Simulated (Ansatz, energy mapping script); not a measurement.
# MnF2: energy mapping under PBE0, part 2 of 2

Wanted: the magnetic order of MnF2, its couplings and an estimate of its ordering temperature, by PBE0.

PBE0; plane waves, collinear spin, no spin–orbit coupling.

So far. Step 6 (Compensated +− start in cell B (6 atoms)): The run ends antiferromagnetic, 22.81 meV a magnetic atom below the parallel order of its cell. Step 7 (Parallel start in cell C (12 atoms)): The run ends ferromagnetic. For each magnetic atom its energy differs from the parallel run of the first cell by 0.04 meV, an error that one common reference would have brought in.

## (8) Order 7: compensated +−+−, cell C of 12 atoms

This order reverses 2 of the 2 neighbours at 3.31 Å, 4 of the 8 neighbours at 3.82 Å and 4 of the 4 neighbours at 4.87 Å, counted for an average magnetic atom.

The input, input.yaml:

```yaml
crystal:
  lattice:
    - [0.0, -4.8738, -3.3107]
    - [0.0, 4.8738, -3.3107]
    - [4.8738, 0.0, 3.3107]
  atoms:
    - { symbol: Mn, position: [0.5, 0.5, 0.0], spin: 4.5 }
    - { symbol: Mn, position: [0.0, 0.0, 0.0], spin: -4.5 }
    - { symbol: Mn, position: [0.25, 0.75, 0.5], spin: 4.5 }
    - { symbol: Mn, position: [0.75, 0.25, 0.5], spin: -4.5 }
    - { symbol: F, position: [0.5, 0.8053, 0.3053] }
    - { symbol: F, position: [0.0, 0.3053, 0.3053] }
    - { symbol: F, position: [0.9447, 0.75, 0.1947] }
    - { symbol: F, position: [0.4447, 0.25, 0.1947] }
    - { symbol: F, position: [0.5, 0.1947, 0.6947] }
    - { symbol: F, position: [0.0, 0.6947, 0.6947] }
    - { symbol: F, position: [0.5553, 0.75, 0.8053] }
    - { symbol: F, position: [0.0553, 0.25, 0.8053] }
magnetization:
  spin_polarized: true
kpoints:
  mp_grid: { grid: [5, 5, 5] }
hamiltonian:
  xc: pbe0
scf:
  occupations: { method: fermi_dirac, width: 0.05 }
output:
  eigenvalues: true
```

Launch:

```console
$ ansatz run input.yaml --threads 8 --pin off --max-ram 61440MiB --backend cuda --events-out ev --progress --plain --runs-dir out
```

Numbers of over 12 decimals in the logs are rounded to 6 here.

The log of the run:

```text
[...]
Crystal: 12 atoms, lattice volume = 157.284 Å³
Basis set: ecut = 420 eV, 3031 PW (Γ)
Bands: 81, of which v1, the nominal top of the filled ones, is band 58 counted from 1 (57 counted from 0)
Symmetry: 8 space group operations
[...]
k-points: 18 of 125 (time reversal used)
[...]
Starting moments: Σ|m| = 18 μB on 4 of 12 sites
[...]
Internal energy: -22070.841485 eV  (E = F + TS)
E sigma→0 (E₀):  -22070.841485 eV
Fermi energy:    7.221909 eV
[...]
--- Band table (eV; the first three rows and the last of 36) ---
  k-point 0 ↑: bands = [... 54 lower, 3.5124, 3.9696, 3.9696, 4.4275, 9.7874, 11.7405, 11.9644]
  k-point 1 ↑: bands = [... 54 lower, 3.5197, 3.8658, 4.0681, 4.4629, 10.2400, 11.7602, 11.9174]
  k-point 2 ↑: bands = [... 54 lower, 3.5699, 3.6911, 4.2753, 4.4360, 11.3331, 11.7928]
  k-point 17 ↓: bands = [... 54 lower, 3.6663, 3.7854, 3.9802, 4.1161, 11.8537, 11.8749]
[key lines of the parts left out:]
Free energy (F): -22070.841485 eV
```

The job ended after 11 s (1 × NVIDIA GB200 with 8 threads of Arm Neoverse V2, shared host; peak memory 2.3 GiB).

The run ends antiferromagnetic, 11.41 meV a magnetic atom below the parallel order of its cell.

## (9) Run 8 (uncompensated +++−; cell C, 12 atoms)

This order reverses 1 of the 2 neighbours at 3.31 Å, 4 of the 8 neighbours at 3.82 Å and 2 of the 4 neighbours at 4.87 Å, counted for an average magnetic atom.

Changes to input.yaml since step 8:

```diff
@@ -7,3 +7,3 @@
     - { symbol: Mn, position: [0.5, 0.5, 0.0], spin: 4.5 }
-    - { symbol: Mn, position: [0.0, 0.0, 0.0], spin: -4.5 }
+    - { symbol: Mn, position: [0.0, 0.0, 0.0], spin: 4.5 }
     - { symbol: Mn, position: [0.25, 0.75, 0.5], spin: 4.5 }
```

The log of the run:

```text
[...]
Crystal: 12 atoms, lattice volume = 157.284 Å³
Basis set: ecut = 420 eV, 3031 PW (Γ)
Bands: 81, of which v1, the nominal top of the filled ones, is band 58 counted from 1 (57 counted from 0)
Symmetry: 8 space group operations
[...]
k-points: 27 of 125
[...]
Starting moments: Σ|m| = 18 μB on 4 of 12 sites
[...]
Internal energy: -22070.841439 eV  (E = F + TS)
E sigma→0 (E₀):  -22070.841439 eV
Fermi energy:    7.192825 eV
[...]
--- Band table (eV; the first three rows and the last of 54) ---
  k-point 0 ↑: bands = [... 54 lower, 2.6715, 2.8937, 3.1185, 3.2647, 3.5679, 3.9972, 4.0686]
  k-point 1 ↑: bands = [... 54 lower, 2.8120, 2.8836, 3.1079, 3.2462, 3.6886, 3.7213, 4.2814]
  k-point 2 ↑: bands = [... 54 lower, 2.8961, 2.9417, 3.0813, 3.2002, 3.5146, 4.0089, 4.2543]
  k-point 26 ↓: bands = [... 54 lower, 11.8242, 11.8308, 11.9741, 12.0493, 12.0805, 12.0968]
[key lines of the parts left out:]
Free energy (F): -22070.841439 eV
```

The job ended after 13 s (1 × NVIDIA GB200 with 8 threads; peak memory 2.4 GiB).

The run ends ferrimagnetic, 11.40 meV a magnetic atom below the parallel order of its cell.

## (10) Order 9: parallel, cell D of 12 atoms

The parallel order again, as the reference for this cell.

This run holds the same structure in another cell (a 5.892 → 3.311 Å, b 5.892 → 4.874 Å, c 5.892 → 9.748 Å, α 108.4 → 90.0°, β 108.4 → 90.0°, γ 111.6 → 90.0°).

The input, input.yaml:

```yaml
crystal:
  lattice:
    - [0.0, 0.0, 3.3107]
    - [4.8738, 0.0, 0.0]
    - [0.0, 9.7476, 0.0]
  atoms:
    - { symbol: Mn, position: [0.0, 0.0, 0.0], spin: 4.5 }
    - { symbol: Mn, position: [0.0, 0.0, 0.5], spin: 4.5 }
    - { symbol: Mn, position: [0.5, 0.5, 0.25], spin: 4.5 }
    - { symbol: Mn, position: [0.5, 0.5, 0.75], spin: 4.5 }
    - { symbol: F, position: [0.0, 0.3053, 0.15265] }
    - { symbol: F, position: [0.0, 0.3053, 0.65265] }
    - { symbol: F, position: [0.5, 0.1947, 0.40265] }
    - { symbol: F, position: [0.5, 0.1947, 0.90265] }
    - { symbol: F, position: [0.0, 0.6947, 0.34735] }
    - { symbol: F, position: [0.0, 0.6947, 0.84735] }
    - { symbol: F, position: [0.5, 0.8053, 0.09735] }
    - { symbol: F, position: [0.5, 0.8053, 0.59735] }
magnetization:
  spin_polarized: true
kpoints:
  mp_grid: { grid: [7, 5, 3] }
hamiltonian:
  xc: pbe0
scf:
  occupations: { method: fermi_dirac, width: 0.05 }
output:
  eigenvalues: true
```

The log of the run:

```text
[...]
Crystal: 12 atoms, lattice volume = 157.284 Å³
Basis set: ecut = 420 eV, 3075 PW (Γ)
Bands: 81, of which v1, the nominal top of the filled ones, is band 58 counted from 1 (57 counted from 0)
Symmetry: 16 space group operations
[...]
k-points: 24 of 105
[...]
Starting moments: Σ|m| = 18 μB on 4 of 12 sites
[...]
Internal energy: -22070.795901 eV  (E = F + TS)
E sigma→0 (E₀):  -22070.795901 eV
Fermi energy:    7.200493 eV
[...]
--- Band table (eV; the first three rows and the last of 48) ---
  k-point 0 ↑: bands = [... 54 lower, 2.5334, 2.6830, 2.6830, 2.8871, 2.8871, 2.9200, 3.3037]
  k-point 1 ↑: bands = [... 54 lower, 2.5745, 2.6144, 2.6445, 2.6643, 3.0540, 3.0953, 3.2508]
  k-point 2 ↑: bands = [... 54 lower, 2.5554, 2.6100, 2.6100, 2.9146, 2.9146, 3.1189, 3.2306]
  k-point 23 ↓: bands = [... 54 lower, 12.0774, 12.1285, 12.2220, 12.3222, 12.3270, 12.3840]
[key lines of the parts left out:]
Free energy (F): -22070.795901 eV
```

The job ended after 15 s (1 × NVIDIA GB200 with 8 threads; peak memory 3 GiB).

The run ends ferromagnetic. For each magnetic atom its energy differs from the parallel run of the first cell by 0.02 meV, an error that one common reference would have brought in.

## (11) Run 10 (compensated +−+−; cell D, 12 atoms)

This order reverses 0 of the 2 neighbours at 3.31 Å, 4 of the 8 neighbours at 3.82 Å and 2 of the 4 neighbours at 4.87 Å, counted for an average magnetic atom.

Changes to input.yaml since step 10:

```diff
@@ -7,5 +7,5 @@
     - { symbol: Mn, position: [0.0, 0.0, 0.0], spin: 4.5 }
-    - { symbol: Mn, position: [0.0, 0.0, 0.5], spin: 4.5 }
+    - { symbol: Mn, position: [0.0, 0.0, 0.5], spin: -4.5 }
     - { symbol: Mn, position: [0.5, 0.5, 0.25], spin: 4.5 }
-    - { symbol: Mn, position: [0.5, 0.5, 0.75], spin: 4.5 }
+    - { symbol: Mn, position: [0.5, 0.5, 0.75], spin: -4.5 }
     - { symbol: F, position: [0.0, 0.3053, 0.15265] }
```

The log of the run:

```text
[...]
Crystal: 12 atoms, lattice volume = 157.284 Å³
Basis set: ecut = 420 eV, 3075 PW (Γ)
Bands: 81, of which v1, the nominal top of the filled ones, is band 58 counted from 1 (57 counted from 0)
Symmetry: 4 space group operations
[...]
k-points: 24 of 105 (time reversal used)
[...]
Starting moments: Σ|m| = 18 μB on 4 of 12 sites
[...]
Internal energy: -22070.842884 eV  (E = F + TS)
E sigma→0 (E₀):  -22070.842884 eV
Fermi energy:    7.209423 eV
[...]
--- Band table (eV; the first three rows and the last of 48) ---
  k-point 0 ↑: bands = [... 54 lower, 3.4617, 4.2713, 4.2818, 4.5290, 9.7749, 11.4594, 11.5333]
  k-point 1 ↑: bands = [... 54 lower, 3.4718, 4.2719, 4.2807, 4.5244, 10.0655, 10.9813]
  k-point 2 ↑: bands = [... 54 lower, 3.5432, 4.2743, 4.2773, 4.3906, 10.2259, 11.4940]
  k-point 23 ↓: bands = [... 54 lower, 3.3737, 3.3811, 4.2565, 4.3162, 11.7647, 11.7787]
[key lines of the parts left out:]
Free energy (F): -22070.842884 eV
```

The job ended after 13 s (1 × NVIDIA GB200 with 8 threads; peak memory 2.9 GiB).

The run ends antiferromagnetic, 11.75 meV a magnetic atom below the parallel order of its cell.

## (12) The fit

Each energy difference is a sum of couplings weighted by the pairs that the order reverses. A few near shells are fitted to the differences by least squares. Energies are those extrapolated to zero occupation width, not the free energies F.

Energies from the parallel order of the same cell:

| order | atoms | energy (meV a magnetic atom) | moments (μB) | moments kept as typed | opposed neighbours at 3.31, 3.82, 4.87 Å |
| --- | --- | --- | --- | --- | --- |
| parallel in cell A | 12 | 0.00 | 4.28 | yes | 0, 0, 0 |
| compensated +−+− in cell A | 12 | -11.64 | 4.27 | yes | 2, 4, 2 |
| uncompensated +++− in cell A | 12 | -11.52 | 4.26 to 4.28 | yes | 1, 4, 1 |
| parallel in cell B | 6 | 0.00 | 4.28 | yes | 0, 0, 0 |
| compensated +− in cell B | 6 | -22.81 | 4.27 | yes | 0, 8, 0 |
| parallel in cell C | 12 | 0.00 | 4.28 | yes | 0, 0, 0 |
| compensated +−+− in cell C | 12 | -11.41 | 4.27 | yes | 2, 4, 4 |
| uncompensated +++− in cell C | 12 | -11.40 | 4.26 to 4.28 | yes | 1, 4, 2 |
| parallel in cell D | 12 | 0.00 | 4.28 | yes | 0, 0, 0 |
| compensated +−+− in cell D | 12 | -11.75 | 4.27 | yes | 0, 4, 2 |

The Heisenberg fit (each pair counts twice, positive J is ferromagnetic):

| pair | distance (Å) | neighbours | J (meV) |
| --- | --- | --- | --- |
| Mn–Mn | 3.31 | 2 | 0.0264 |
| Mn–Mn | 3.82 | 8 | -1.43 |
| Mn–Mn | 4.87 | 4 | -0.0138 |
| Mn–Mn | 5.89 | 8 | -0.0355 |

These orders cannot tell some unfitted shells from fitted ones: the value at 3.31 Å holds J(3.31) − 4 J(7.65), the value at 3.82 Å holds J(3.82) + J(6.04), the value at 4.87 Å holds J(4.87) + 4 J(7.65) and the value at 5.89 Å holds J(5.89) + J(6.89); other unfitted shells add to the values wholly or in part. No temperature is drawn.

## (13) Beside the first set of runs

The first set of orders, under PBEsol+U (4 eV), took 23 s of wall time summed over its finished orders (seed run apart), these 1.9 min.

| quantity | this set | first set |
| --- | --- | --- |
| J at 3.31 Å, meV | 0.0264 | 0.172 |
| J at 3.82 Å, meV | -1.43 | -1.16 |
| J at 4.87 Å, meV | -0.0138 | -0.0191 |
| J at 5.89 Å, meV | -0.0355 | -0.0380 |

The coupling that led in the first set goes from -1.16 to -1.43 meV.

## (14) Summary of results

* lowest order tried: compensated +− in cell B
* largest fitted value (a combination of shells), Mn–Mn at 3.82 Å: -1.43 meV

What this shows: Of the orders tried, MnF2 prefers the order “compensated +− in cell B” under PBE0, with 0 of 2 neighbours at 3.31 Å, 8 of 8 neighbours at 3.82 Å and 0 of 4 neighbours at 4.87 Å opposed. The coupling at 3.82 Å is 1.2 times that of the first set, at 4.8 times the wall time. The largest fitted value is -1.4 meV, at 3.82 Å. It is a combination of shells that these orders cannot split, so neither its size nor its sign can be laid on that pair alone. The orders also reverse pairs at 6.04 Å, which are not fitted, so the fitted values hold their part too. No fitted order reverses the pairs at 6.62 Å, so their coupling is unknown and is set to zero in the model. The 6 differences hold only 4 independent equations for a pair model, so the fit of 4 couplings has none to spare and its small miss tests the pair form alone. In the fitted orders moments change by up to 0.29 % against the parallel run of the same cell, so their size stays put. With a near shell that the orders cannot separate, no temperature is given.

[Logs and program files are shortened in this print: banners, set-up blocks, solver, clock and traceback lines can be left out without a mark of their own.]

[Logs are printed without paths, hosts, clocks, repeated set-up lines and the standing remarks that a program may print on its own settings, such as how far it seeks lower states.]

[Hosts, paths, dates, database ids (printed as entryN), source tags and the programs' standing remarks are cut or masked in the printed files.]

[Where a cell is said to come from a database of computed structures, the database is the Materials Project.]
